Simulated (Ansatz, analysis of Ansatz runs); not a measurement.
## Reproducing a measured local vibrational mode: Cu-H pair in ZnO

Aim: the local vibrational mode of the Cu-H pair in ZnO, to be set beside the measurement. Set-up: PBE, 72-site cell, PBE lattice, 420 eV, k: the single point 1/4 1/4 1/4, 17 sites displaced. The model is a cell of 72 host atoms with Cu put on another atom's site and H put in between. The frequencies come from force constants among the defect atom and its neighbours, with the masses of the isotopes named.

Measured beforehand: O-H stretch, 1H: 3191.8 cm⁻¹, by IR absorption (quoted in “Hydrogen-related defects in hydrothermally grown ZnO studied by Fourier Transform Infrared Spectroscopy”, 2010, Halvard Haug, quoting earlier work (1978)). O-D stretch, 2H: 2379 cm⁻¹, by IR absorption (quoted in “Hydrogen-related defects in hydrothermally grown ZnO studied by Fourier Transform Infrared Spectroscopy”, 2010, Halvard Haug, quoting earlier work (1978)). The calculation is set beside it at the end.

Program: Ansatz 0.2.0. Level of theory: plane-wave PAW DFT, PBE; relaxation of all atoms of a defect supercell. Results are calculated unless marked as measured.

**1. Set-up**

The cell holds 73 atoms: 35 Zn, 36 O, 1 Cu and 1 H. Its edges and angles: a = 9.839 Å, b = 9.839 Å, c = 10.587 Å, α = 90.0°, β = 90.0°, γ = 120.0°. It derives from ZnO (space group P6_3mc). Nearest the centre at fractional (0.521, 0.375, 0.481): H73 at 0.63 Å, Cu38 at 1.08 Å, O28 at 1.62 Å, O39 at 2.29 Å, O60 at 2.29 Å, O36 at 2.29 Å, Zn25 at 2.77 Å, Zn30 at 2.79 Å.

The host's primitive cell comes from a first run (plane-wave PAW DFT, PBE; relaxation of the host's cell and atoms): vectors of 3.280, 3.280 and 5.293 Å. That is 12.33 Å³ an atom, 3.6 % over the diffraction cell's volume. The supercell is built on it.

**2. Relaxation, charge 0**

Every later number rests on the structure around the defect, so the atoms are relaxed at the host's lattice first.

Contents of relax/input.yaml:

```yaml
relax:
  f_tol: 0.01
  max_steps: 80
  random_displacement: { amplitude: 0.02, seed: 404 }
crystal:
  lattice:
    - [9.83855992, 0.0, 0.0]
    - [-4.91927996, 8.52044283, 0.0]
    - [0.0, 0.0, 10.58650209]
  atoms:
    - { symbol: Zn, position: [0.111111111, 0.222222222, 0.249983552] }
    - { symbol: Zn, position: [0.222222222, 0.111111111, -1.6448e-05] }
    - { symbol: O, position: [0.222222222, 0.111111111, 0.189521448] }
    - { symbol: O, position: [0.111111111, 0.222222222, 0.439521448] }
    - { symbol: Zn, position: [0.111111111, 0.222222222, 0.749983552] }
    - { symbol: Zn, position: [0.222222222, 0.111111111, 0.499983552] }
    - { symbol: O, position: [0.222222222, 0.111111111, 0.689521448] }
    - { symbol: O, position: [0.111111111, 0.222222222, 0.939521448] }
    - { symbol: Zn, position: [0.111111111, 0.555555556, 0.249983552] }
    - { symbol: Zn, position: [0.222222222, 0.444444444, -1.6448e-05] }
    - { symbol: O, position: [0.222222222, 0.444444444, 0.189521448] }
    - { symbol: O, position: [0.111111111, 0.555555556, 0.439521448] }
    - { symbol: Zn, position: [0.111111111, 0.555555556, 0.749983552] }
    - { symbol: Zn, position: [0.222222222, 0.444444444, 0.499983552] }
    - { symbol: O, position: [0.222222222, 0.444444444, 0.689521448] }
    - { symbol: O, position: [0.111111111, 0.555555556, 0.939521448] }
    - { symbol: Zn, position: [0.111111111, 0.888888889, 0.249983552] }
    - { symbol: Zn, position: [0.222222222, 0.777777778, -1.6448e-05] }
    - { symbol: O, position: [0.222222222, 0.777777778, 0.189521448] }
    - { symbol: O, position: [0.111111111, 0.888888889, 0.439521448] }
    - { symbol: Zn, position: [0.111111111, 0.888888889, 0.749983552] }
    - { symbol: Zn, position: [0.222222222, 0.777777778, 0.499983552] }
    - { symbol: O, position: [0.222222222, 0.777777778, 0.689521448] }
    - { symbol: O, position: [0.111111111, 0.888888889, 0.939521448] }
    - { symbol: Zn, position: [0.444444444, 0.222222222, 0.249983552] }
    - { symbol: Zn, position: [0.555555556, 0.111111111, -1.6448e-05] }
    - { symbol: O, position: [0.555555556, 0.111111111, 0.189521448] }
    - { symbol: O, position: [0.430536717, 0.194406767, 0.43200244] }
    - { symbol: Zn, position: [0.444444444, 0.222222222, 0.749983552] }
    - { symbol: Zn, position: [0.555555556, 0.111111111, 0.499983552] }
    - { symbol: O, position: [0.555555556, 0.111111111, 0.689521448] }
    - { symbol: O, position: [0.444444444, 0.222222222, 0.939521448] }
    - { symbol: Zn, position: [0.444444444, 0.555555556, 0.249983552] }
    - { symbol: Zn, position: [0.555555556, 0.444444444, -1.6448e-05] }
    - { symbol: O, position: [0.555555556, 0.444444444, 0.189521448] }
    - { symbol: O, position: [0.444444444, 0.555555556, 0.439521448] }
    - { symbol: Zn, position: [0.444444444, 0.555555556, 0.749983552] }
    - { symbol: Cu, position: [0.580589466, 0.494512265, 0.51351021] }
    - { symbol: O, position: [0.555555556, 0.444444444, 0.689521448] }
    - { symbol: O, position: [0.444444444, 0.555555556, 0.939521448] }
    - { symbol: Zn, position: [0.444444444, 0.888888889, 0.249983552] }
    - { symbol: Zn, position: [0.555555556, 0.777777778, -1.6448e-05] }
    - { symbol: O, position: [0.555555556, 0.777777778, 0.189521448] }
    - { symbol: O, position: [0.444444444, 0.888888889, 0.439521448] }
    - { symbol: Zn, position: [0.444444444, 0.888888889, 0.749983552] }
    - { symbol: Zn, position: [0.555555556, 0.777777778, 0.499983552] }
    - { symbol: O, position: [0.555555556, 0.777777778, 0.689521448] }
    - { symbol: O, position: [0.444444444, 0.888888889, 0.939521448] }
    - { symbol: Zn, position: [0.777777778, 0.222222222, 0.249983552] }
    - { symbol: Zn, position: [0.888888889, 0.111111111, -1.6448e-05] }
    - { symbol: O, position: [0.888888889, 0.111111111, 0.189521448] }
    - { symbol: O, position: [0.777777778, 0.222222222, 0.439521448] }
    - { symbol: Zn, position: [0.777777778, 0.222222222, 0.749983552] }
    - { symbol: Zn, position: [0.888888889, 0.111111111, 0.499983552] }
    - { symbol: O, position: [0.888888889, 0.111111111, 0.689521448] }
    - { symbol: O, position: [0.777777778, 0.222222222, 0.939521448] }
    - { symbol: Zn, position: [0.777777778, 0.555555556, 0.249983552] }
    - { symbol: Zn, position: [0.888888889, 0.444444444, -1.6448e-05] }
    - { symbol: O, position: [0.888888889, 0.444444444, 0.189521448] }
    - { symbol: O, position: [0.777777778, 0.555555556, 0.439521448] }
    - { symbol: Zn, position: [0.777777778, 0.555555556, 0.749983552] }
    - { symbol: Zn, position: [0.888888889, 0.444444444, 0.499983552] }
    - { symbol: O, position: [0.888888889, 0.444444444, 0.689521448] }
    - { symbol: O, position: [0.777777778, 0.555555556, 0.939521448] }
    - { symbol: Zn, position: [0.777777778, 0.888888889, 0.249983552] }
    - { symbol: Zn, position: [0.888888889, 0.777777778, -1.6448e-05] }
    - { symbol: O, position: [0.888888889, 0.777777778, 0.189521448] }
    - { symbol: O, position: [0.777777778, 0.888888889, 0.439521448] }
    - { symbol: Zn, position: [0.777777778, 0.888888889, 0.749983552] }
    - { symbol: Zn, position: [0.888888889, 0.777777778, 0.499983552] }
    - { symbol: O, position: [0.888888889, 0.777777778, 0.689521448] }
    - { symbol: O, position: [0.777777778, 0.888888889, 0.939521448] }
    - { symbol: H, position: [0.485994001, 0.305320999, 0.462143448] }
basis:
  ecutwfc: 420
  xc_grid: 2
hamiltonian:
  xc: pbe
kpoints:
  mp_grid: { grid: [1, 1, 1], shift: [0.25, 0.25, 0.25] }
scf:
  occupations: { method: fermi_dirac, width: 0.01 }
  max_iter: 120
output:
  forces: true
checkpoint:
  write: "../relax.run"
  compress: false
  write_wavefunctions: true
  write_every: 100000
```

The run is started by

```sh
> ansatz run input.yaml --threads 4 --pin off --max-ram 14131MiB --backend cpu --events-out ev --progress --plain --runs-dir out
```

Numbers of over 12 decimals in the logs are rounded to 6 here.

What it wrote:

```text
[... repeated set-up lines and file paths are left out, and long positions are rounded to six places ...]
Engine: ansatz 0.2.0, aarch64-unknown-linux-gnu
Pseudopotentials: kind: paw
Pseudopotential: Zn, paw, valence charge 12, recommended cutoff 420 eV (normal), Zn.paw.azcp
Pseudopotential: O, paw, valence charge 6, recommended cutoff 420 eV (normal), O.paw.azcp
Pseudopotential: Cu, paw, valence charge 19, recommended cutoff 420 eV (normal), Cu.paw.azcp
Pseudopotential: H, paw, valence charge 1, recommended cutoff 420 eV (normal), H.paw.azcp
Functional definition: PBE
  parameter kappa = 0.804
  parameter beta = 0.066725
  exchange = pbe_x(kappa = kappa, mu = beta*pi^2/3)
  correlation = pbe_c(beta = beta)
Crystal: 73 atoms, lattice volume = 887.455 Å³
Basis set: ecut = 420 eV, 17351 PW (Γ), exchange–correlation on 144×144×144 points (8 copies of the dense FFT grid, shifted against one another)
Bands: 401, of which v1, the nominal top of the filled ones, is band 328 counted from 1 (327 counted from 0)
Symmetry: 1 space group operations
k-points: 1
Non-local potential: Zn, projectors of the file, l = 0: 2, l = 1: 2, l = 2: 3, l = 3: 1
Non-local potential: O, projectors of the file, l = 0: 2, l = 1: 2, l = 2: 1
Non-local potential: Cu, projectors of the file, l = 0: 3, l = 1: 2, l = 2: 3, l = 3: 1
Non-local potential: H, projectors of the file, l = 0: 2, l = 1: 1
PAW form: soft (Blöchl's): semilocal exchange-correlation on the pseudo side does not see the compensation charge
PAW one-centre angular grid: Zn, 590 points (default); XC on 64 Gauss nodes
PAW one-centre angular grid: O, 110 points (default); XC on 64 Gauss nodes
PAW one-centre angular grid: Cu, 590 points (default); XC on 64 Gauss nodes
PAW one-centre angular grid: H, 110 points (default); XC on 64 Gauss nodes
Initial density: superposition of atomic densities (neutral atoms: chi_scale 0, normalization atom), corrected by the library's trained network
Initial wavefunctions: pseudopotential atomic-orbital guess
Functional: x = pbe(κ = 0.804, μ = 0.219515), c = pbe(β = 0.066725)
SCF iter   1: F=—  HF=-143246.507692 eV  |F-HF|=—  |Δ(HF+E_count)|=         —  Δρ=5.06e-3  dr2=3.26e-1  ethr=1.77e-3  ⟨swp⟩=6.0  Hψ=1423  notcnv=0  defer=5
preconditioner: auto → Resta (q_TF=auto, 2.594 Å⁻¹)  ε∞=7.5  [insulator: Δε(μ)=1.192 eV  Ē_g=12.419 eV  σ=0.010 eV  W_gap=1.00  n_scr=242 (ndim 8)  ℏωp=31.7 eV  f_vac=0.043  D(μ)=0.00/eV (n_scr^D=0)  ε∞_Penn≈7.5]
SCF iter   2: F=—  HF=-143246.493837 eV  |F-HF|=—  |Δ(HF+E_count)|=   1.39e-2  Δρ=4.31e-3  dr2=1.08e-1  ethr=4.98e-5  ⟨swp⟩=2.0  Hψ=796  notcnv=0  defer=67
SCF iter   3: F=—  HF=-143246.473232 eV  |F-HF|=—  |Δ(HF+E_count)|=   2.06e-2  Δρ=2.30e-3  dr2=7.86e-2  ethr=1.65e-5  ⟨swp⟩=3.0  Hψ=797  notcnv=0  defer=67
SCF iter   4: F=—  HF=-143246.461029 eV  |F-HF|=—  |Δ(HF+E_count)|=   1.22e-2  Δρ=7.51e-4  dr2=1.70e-2  ethr=1.20e-5  ⟨swp⟩=2.0  Hψ=628  notcnv=0  defer=67
SCF iter   5: F=—  HF=-143246.457861 eV  |F-HF|=—  |Δ(HF+E_count)|=   3.17e-3  Δρ=4.51e-4  dr2=2.45e-3  ethr=2.60e-6  ⟨swp⟩=2.0  Hψ=755  notcnv=0  defer=67
SCF iter   6: F=—  HF=-143246.457767 eV  |F-HF|=—  |Δ(HF+E_count)|=   9.49e-5  Δρ=2.12e-4  dr2=5.49e-4  ethr=3.74e-7  ⟨swp⟩=2.0  Hψ=662  notcnv=0  defer=67
SCF iter   7: F=—  HF=-143246.457623 eV  |F-HF|=—  |Δ(HF+E_count)|=   1.44e-4  Δρ=1.31e-4  dr2=1.54e-4  ethr=8.37e-8  ⟨swp⟩=2.0  Hψ=662  notcnv=0  defer=67
SCF iter   8: F=—  HF=-143246.457626 eV  |F-HF|=—  |Δ(HF+E_count)|=   2.89e-6  Δρ=5.91e-5  dr2=2.20e-5  ethr=2.35e-8  ⟨swp⟩=2.0  Hψ=662  notcnv=0  defer=67
SCF iter   9: F=—  HF=-143246.457635 eV  |F-HF|=—  |Δ(HF+E_count)|=   9.31e-6  Δρ=4.30e-5  dr2=1.32e-5  ethr=3.35e-9  ⟨swp⟩=2.0  Hψ=662  notcnv=0  defer=67
SCF iter  10: F=-143246.457632 eV  HF=-143246.457632 eV  |F-HF|=2.93e-7  |Δ(HF+E_count)|=   2.88e-6  Δρ=8.31e-6  dr2=5.86e-7  ethr=3.81e-10  ⟨swp⟩=3.0  Hψ=1623  notcnv=0
SCF 1 converged in 10 iterations: F = -143246.457632 eV  dr2 = 5.86e-7
  greatest PAW one-centre occupation: 1.000 electrons in one spin orbital (limit 2), on the Cu atom at site 37 (counted from 0), in its partial waves of l = 0
relax step   1: F+E_penalty+E_count = -143246.45763226 eV  Δ(F+E_penalty+E_count) = +0.000e0 eV  max|allowed force component| = 1.616e0 eV/Å  Δτ_max = 0.0000 Å  (10 SCF iters, dr2 threshold 2.50e-6 eV, accepted)
[... the SCF cycles and remarks between the steps are left out from here to the last step ...]
relax step   2: F+E_penalty+E_count = -143246.87804969 eV  Δ(F+E_penalty+E_count) = -4.204e-1 eV  max|allowed force component| = 9.554e-1 eV/Å  Δτ_max = 0.0823 Å  (6 SCF iters, dr2 threshold 1.00e-4 eV, accepted)
relax step   3: F+E_penalty+E_count = -143247.16393119 eV  Δ(F+E_penalty+E_count) = -2.859e-1 eV  max|allowed force component| = 2.373e-1 eV/Å  Δτ_max = 0.1317 Å  (7 SCF iters, dr2 threshold 5.71e-5 eV, accepted)
relax step   4: F+E_penalty+E_count = -143247.17897170 eV  Δ(F+E_penalty+E_count) = -1.504e-2 eV  max|allowed force component| = 7.177e-2 eV/Å  Δτ_max = 0.0541 Å  (8 SCF iters, dr2 threshold 3.52e-6 eV, accepted)
relax step   5: F+E_penalty+E_count = -143247.18855112 eV  Δ(F+E_penalty+E_count) = -9.579e-3 eV  max|allowed force component| = 1.126e-1 eV/Å  Δτ_max = 0.1039 Å  (9 SCF iters, dr2 threshold 3.22e-7 eV, accepted)
relax step   6: F+E_penalty+E_count = -143247.18735174 eV  Δ(F+E_penalty+E_count) = +1.199e-3 eV  max|allowed force component| = 3.676e-1 eV/Å  Δτ_max = 0.1947 Å  (9 SCF iters, dr2 threshold 1.16e-6 eV, rejected (line search))
relax step   7: F+E_penalty+E_count = -143247.20239195 eV  Δ(F+E_penalty+E_count) = -1.384e-2 eV  max|allowed force component| = 1.582e-1 eV/Å  Δτ_max = 0.0974 Å  (10 SCF iters, accepted)
relax step   8: F+E_penalty+E_count = -143247.21570328 eV  Δ(F+E_penalty+E_count) = -1.331e-2 eV  max|allowed force component| = 1.554e-1 eV/Å  Δτ_max = 0.0974 Å  (6 SCF iters, dr2 threshold 2.50e-5 eV, accepted)
relax step   9: F+E_penalty+E_count = -143247.21415045 eV  Δ(F+E_penalty+E_count) = +1.553e-3 eV  max|allowed force component| = 2.397e-1 eV/Å  Δτ_max = 0.1500 Å  (8 SCF iters, dr2 threshold 2.33e-5 eV, rejected (line search))
relax step  10: F+E_penalty+E_count = -143247.22551629 eV  Δ(F+E_penalty+E_count) = -9.813e-3 eV  max|allowed force component| = 5.516e-2 eV/Å  Δτ_max = 0.0744 Å  (10 SCF iters, accepted)
relax step  11: F+E_penalty+E_count = -143247.22585500 eV  Δ(F+E_penalty+E_count) = -3.387e-4 eV  max|allowed force component| = 5.850e-2 eV/Å  Δτ_max = 0.0750 Å  (9 SCF iters, dr2 threshold 3.83e-7 eV, accepted)
relax step  12: F+E_penalty+E_count = -143247.22711215 eV  Δ(F+E_penalty+E_count) = -1.257e-3 eV  max|allowed force component| = 5.063e-2 eV/Å  Δτ_max = 0.0566 Å  (8 SCF iters, dr2 threshold 4.31e-7 eV, accepted)
relax step  13: F+E_penalty+E_count = -143247.22749775 eV  Δ(F+E_penalty+E_count) = -3.856e-4 eV  max|allowed force component| = 4.928e-2 eV/Å  Δτ_max = 0.0219 Å  (6 SCF iters, dr2 threshold 1.92e-6 eV, accepted)
relax step  14: F+E_penalty+E_count = -143247.22782108 eV  Δ(F+E_penalty+E_count) = -3.233e-4 eV  max|allowed force component| = 2.385e-2 eV/Å  Δτ_max = 0.0083 Å  (6 SCF iters, dr2 threshold 1.82e-6 eV, accepted)
relax step  15: F+E_penalty+E_count = -143247.22790755 eV  Δ(F+E_penalty+E_count) = -8.647e-5 eV  max|allowed force component| = 3.005e-3 eV/Å  Δτ_max = 0.0023 Å  (6 SCF iters, dr2 threshold 1.33e-7 eV, accepted)
iter 1 solved again at ethr=3.05e-11 eV; its pass at ethr=3.10e-3 eV (dr2=2.00e-7 eV) is discarded
SCF iter   1: F=—  HF=-143247.227389 eV  |F-HF|=—  |Δ(HF+E_count)|=         —  Δρ=8.13e-6  dr2=2.16e-7  ethr=3.05e-11  ⟨swp⟩=2.0  Hψ=1438  notcnv=0  defer=67
SCF iter   2: F=—  HF=-143247.227908 eV  |F-HF|=—  |Δ(HF+E_count)|=   5.19e-4  Δρ=4.68e-6  dr2=1.02e-7  ethr=3.05e-11  ⟨swp⟩=3.0  Hψ=941  notcnv=0  defer=67
SCF iter   3: F=-143247.227908 eV  HF=-143247.227908 eV  |F-HF|=8.70e-9  |Δ(HF+E_count)|=   2.74e-9  Δρ=2.81e-6  dr2=3.43e-8  ethr=1.52e-11  ⟨swp⟩=4.0  Hψ=1068  notcnv=0
SCF 16 converged in 3 iterations: F = -143247.227908 eV  dr2 = 3.43e-8
relax step  16: F+E_penalty+E_count = -143247.22790756 eV  Δ(F+E_penalty+E_count) = -1.499e-8 eV  max|allowed force component| = 3.001e-3 eV/Å  Δτ_max = 0.0000 Å  (3 SCF iters, accepted)
NSCF: frozen V_eff on 1 k-points
the band table was solved once a step of the walk had ended and its energy, with any forces and stress, was formed, with the checks that follow a solve (1290 applications of the Hamiltonian). They found nothing against the state; [...]
SCF converged after 3 iterations
Free energy (F): -143247.227908 eV
Harris-Foulkes:  -143247.227908 eV  (|F-HF|=8.70e-9)
Internal energy: -143247.227908 eV  (E = F + TS)
E sigma→0 (E₀):  -143247.227908 eV
Fermi energy:    8.288367 eV
--- Per-component energies (eV) ---
  E_band       = 399.473150
  E_kinetic    = 11167.850501
  E_local      = -76967.688976  (includes V_loc(G=0)·N_el)
  E_nonlocal   = 23812.848250
  E_hartree    = 31779.195160
  E_xc         = -7510.467560
  E_vxc        = -5278.715812  (∫ρ·V_xc dr)
  E_paw        = -71486.762879  (= ΣΔE_a)
  E_vpaw       = -15893.270322  (= ΣTr[D̂ρ^β])
  E_aug_tail   = 0.074222  (compensation charges beyond the density's cutoff)
  E_ewald      = -54042.276625
  E_smearing   = -0.000000  (= −TS)
  E_closure    = 0.000000  (closes the sum)
  Σ components = -143247.227908   (vs F -143247.227908, Δ=0.00e0)
--- Forces (eV/Å), atoms counted from 1 ---
  atom   1  Zn     0.00012490    -0.00017801    -0.00004180
  atom   2  Zn    -0.00009816    -0.00028071    -0.00070957
  [... 3 atoms left out ...]
  atom   6  Zn    -0.00043738    -0.00067317     0.00101612
  [... 18 atoms left out ...]
  atom  25  Zn     0.00019431    -0.00052572     0.00000232
  [... 2 atoms left out ...]
  atom  28  O     -0.00073710     0.00087411    -0.00081666
  atom  29  Zn    -0.00020165     0.00048417    -0.00037990
  atom  30  Zn     0.00059548    -0.00033855     0.00120786
  [... 5 atoms left out ...]
  atom  36  O      0.00120013    -0.00043692    -0.00001560
  [... 1 atom left out ...]
  atom  38  Cu     0.00199054     0.00202200    -0.00035959
  atom  39  O     -0.00225974    -0.00102537     0.00109626
  [... 20 atoms left out ...]
  atom  60  O     -0.00162625    -0.00063016    -0.00299898
  [... 12 atoms left out ...]
  atom  73  H      0.00032723    -0.00025885     0.00109054
  max |Σ_I F_I| component: 1.67e-4 eV/Å
--- Band table (eV) ---
  k-point 0: bands = ["-103.3842", "-60.9405", "-60.8548", "-60.5660", [... 393 left out ...] "16.7402", "16.7827", "16.8141", "16.8611"]
--- Relaxed structure (16 steps of the walk, 14 accepted, 0 SCFs on fresh bases) ---
  F+E_penalty+E_count = -143247.22790756 eV   max|allowed force component| = 3.001e-3 eV/Å
  atoms:
    - { symbol: Zn, position: [0.109755, 0.222336, 0.249636] }
    - { symbol: Zn, position: [0.219126, 0.109774, -0.001852] }
    [... 3 atoms left out ...]
    - { symbol: Zn, position: [0.208918, 0.104075, 0.502391] }
    [... 18 atoms left out ...]
    - { symbol: Zn, position: [0.441530, 0.218572, 0.234710] }
    [... 2 atoms left out ...]
    - { symbol: O, position: [0.430758, 0.199167, 0.429684] }
    - { symbol: Zn, position: [0.441179, 0.220466, 0.750827] }
    - { symbol: Zn, position: [0.559441, 0.103880, 0.501850] }
    [... 5 atoms left out ...]
    - { symbol: O, position: [0.446654, 0.552806, 0.440398] }
    [... 1 atom left out ...]
    - { symbol: Cu, position: [0.626036, 0.506811, 0.541938] }
    - { symbol: O, position: [0.548100, 0.445071, 0.707065] }
    [... 20 atoms left out ...]
    - { symbol: O, position: [0.793334, 0.565565, 0.428745] }
    [... 12 atoms left out ...]
    - { symbol: H, position: [0.484609, 0.310906, 0.456683] }
```

It took 6.6 min on 4 threads of Arm Neoverse V1, shared host; peak memory 2.3 GiB.

[end of part 1 of 2]

[Logs are printed without paths, hosts, clocks, repeated set-up lines and the standing remarks that a program may print on its own settings, such as how far it seeks lower states.]

[Hosts, paths, dates, database ids (printed as entryN), source tags and the programs' standing remarks are cut or masked in the printed files.]

[For some hosts the program warned that the k-mesh of the response run may be too coarse for force constants and the static dielectric constant; such warnings are not shown here.]
